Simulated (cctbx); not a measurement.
## Finding the light atoms

Cell a = 8.2530 Å, b = 8.2530 Å, c = 12.4280 Å, α = 90.00°, β = 90.00°, γ = 90.00°; space group P4_1 (no. 76); content I12 Ru4 S4 Li8. The heavier atoms are placed; Li is still missing.

The data are simulated with cctbx, not measured: Ag Kα, λ = 0.56087 Å, to d = 0.7 Å, 50 % of the full sphere, strongest reflection 5000 counts, noise from counting, a 4 % proportional error and a noise floor of 15 counts (s.d.); no absorption.

Refinement without Li (map in e/Å³):

```text
Rint 0.112, 2437 unique reflections to 0.70 A
cycle     R1     wR2    GooF  max shift (A)
   1  0.1775  0.3261   2.476   0.02994
   2  0.0657  0.1295   0.983   0.00022
final R1 0.0657 wR2 0.1295 GooF 0.983  parameters 20  data/parameter 121.8
atom        x        y        z      Ueq    occ   su(xyz)  su(Uiso or U11)
I1     0.96546  0.26273  0.00840   0.0050  1.000  0.00019  0.0003
I2     0.00671  0.24922  0.50875   0.0053  1.000  0.00019  0.0003
I3     0.23732  0.49481  0.74213   0.0051  1.000  0.00018  0.0003
Ru1    0.25957  0.48326  0.49256   0.0036  1.000  0.00027  0.0004
S1     0.72571  0.47617  0.76737   0.0079  1.000  0.00072  0.0010
difference map: max 4.95 min -4.39 rms 1.06
Q1    0.2409  0.2627  0.1086    4    5.39  2.59 A from I1
Q2    0.0990  0.4825  0.2481    4    4.77  1.51 A from S1
Q3    0.9951  0.3300  0.5160    4    4.33  0.68 A from I2
Q4    0.0104  0.2504  0.7503    4    4.32  2.74 A from I1
Q5    0.0569  0.7821  0.5357    4    4.15  0.53 A from I1
Q6    0.0207  0.8879  0.9638    4    4.04  1.28 A from I2
Q7    0.1956  0.5639  0.2382    4    3.99  0.81 A from S1
Q8    0.2008  0.4331  0.1902    4    3.69  1.36 A from S1
```

Simulated single-crystal data (cctbx): neutrons of λ = 0.95 Å, to d = 0.8 Å, 50 % of the full sphere, strongest reflection 5000 counts, noise from counting, a 4 % proportional error and a noise floor of 15 counts (s.d.); no absorption.

Refinement without Li (map in fm/Å³; only maxima are listed):

```text
Rint 0.059, 1619 unique reflections to 0.80 A
cycle     R1     wR2    GooF  max shift (A)
   1  0.1805  0.3808   4.967   0.08423
   2  0.1346  0.2782   3.629   0.00046
final R1 0.1346 wR2 0.2782 GooF 3.629  parameters 20  data/parameter 81.0
atom        x        y        z      Ueq    occ   su(xyz)  su(Uiso or U11)
I1     0.96431  0.26149  0.01008   0.0008  1.000  0.00042  0.0007
I2     0.00397  0.25123  0.50793   0.0067  1.000  0.00043  0.0008
I3     0.23930  0.49859  0.74207   0.0055  1.000  0.00041  0.0008
Ru1    0.26049  0.48191  0.49233   0.0121  1.000  0.00040  0.0008
S1     0.72425  0.47383  0.77251   0.0082  1.000  0.00090  0.0015
difference map: max 1.34 min -6.31 rms 0.33
Q1    0.2505  0.7453  0.3627    4    1.39  2.14 A from S1
Q2    0.3045  0.4838  0.9919    4    1.33  2.59 A from I3
Q3    0.2162  0.3302  0.1551    4    1.09  2.23 A from S1
Q4    0.0652  0.7243  0.7467    4    1.05  2.35 A from I3
Q5    0.2090  0.1947  0.0966    4    1.00  2.35 A from I1
Q6    0.0403  0.4607  0.6317    4    1.00  2.16 A from I3
Q7    0.0989  0.7921  0.2431    4    0.98  2.11 A from I2
Q8    0.2500  0.5159  0.4803    4    0.97  0.33 A from Ru1
```

**Question.** Where is Li, and which data fix it better?

Li sits at (0.9992, 0.2431, 0.7524) and (0.2491, 0.2575, 0.1241). Adding it takes R1 from 0.066 to 0.063 with X-rays and from 0.135 to 0.037 with neutrons. Its largest coordinate s.u. is 0.00698 with X-rays and 0.00050 with neutrons, so neutrons fix it better in these data. In the X-ray map Q1 and Q4 mark it. No listed neutron peak is on it. Natural Li has a negative scattering length, so it shows as a hole in the neutron map (minimum -6.3), not among the maxima.

Final neutron refinement:

```text
Rint 0.059, 1619 unique reflections to 0.80 A
cycle     R1     wR2    GooF  max shift (A)
   1  0.1194  0.2580   3.374   0.04714
   3  0.0373  0.0760   0.994   0.00001
final R1 0.0373 wR2 0.0760 GooF 0.994  parameters 28  data/parameter 57.8
atom        x        y        z      Ueq    occ   su(xyz)  su(Uiso or U11)
I1     0.96522  0.26218  0.00864   0.0040  1.000  0.00012  0.0002
I2     0.00632  0.24884  0.50904   0.0057  1.000  0.00012  0.0002
I3     0.23732  0.49527  0.74244   0.0052  1.000  0.00013  0.0002
Ru1    0.25902  0.48284  0.49282   0.0060  1.000  0.00010  0.0002
S1     0.72688  0.47551  0.76829   0.0083  1.000  0.00026  0.0004
Li1    0.99907  0.24375  0.75279   0.0158  1.000  0.00050  0.0006
Li2    0.24918  0.25714  0.12726   0.0107  1.000  0.00039  0.0005
difference map: max 0.42 min -0.47 rms 0.10
Q1    0.3013  0.5313  0.7331    4    0.45  0.62 A from I3
Q2    0.0115  0.7089  0.2748    4    0.42  0.49 A from Li1
Q3    0.2612  0.4261  0.0216    4    0.41  1.92 A from Li2
Q4    0.2069  0.1958  0.0933    4    0.41  0.75 A from Li2
Q5    0.0880  0.1612  0.5140    4    0.36  0.99 A from I2
Q6    0.0307  0.1973  0.7348    4    0.36  0.51 A from Li1
```

The model is made up (kin elements in a known structure type, no relaxation), so it says nothing on whether the phase exists.

[Middle refinement cycles are left out of these outputs.]

[Logs are printed without paths, hosts, clocks, repeated set-up lines and the standing remarks that a program may print on its own settings, such as how far it seeks lower states.]
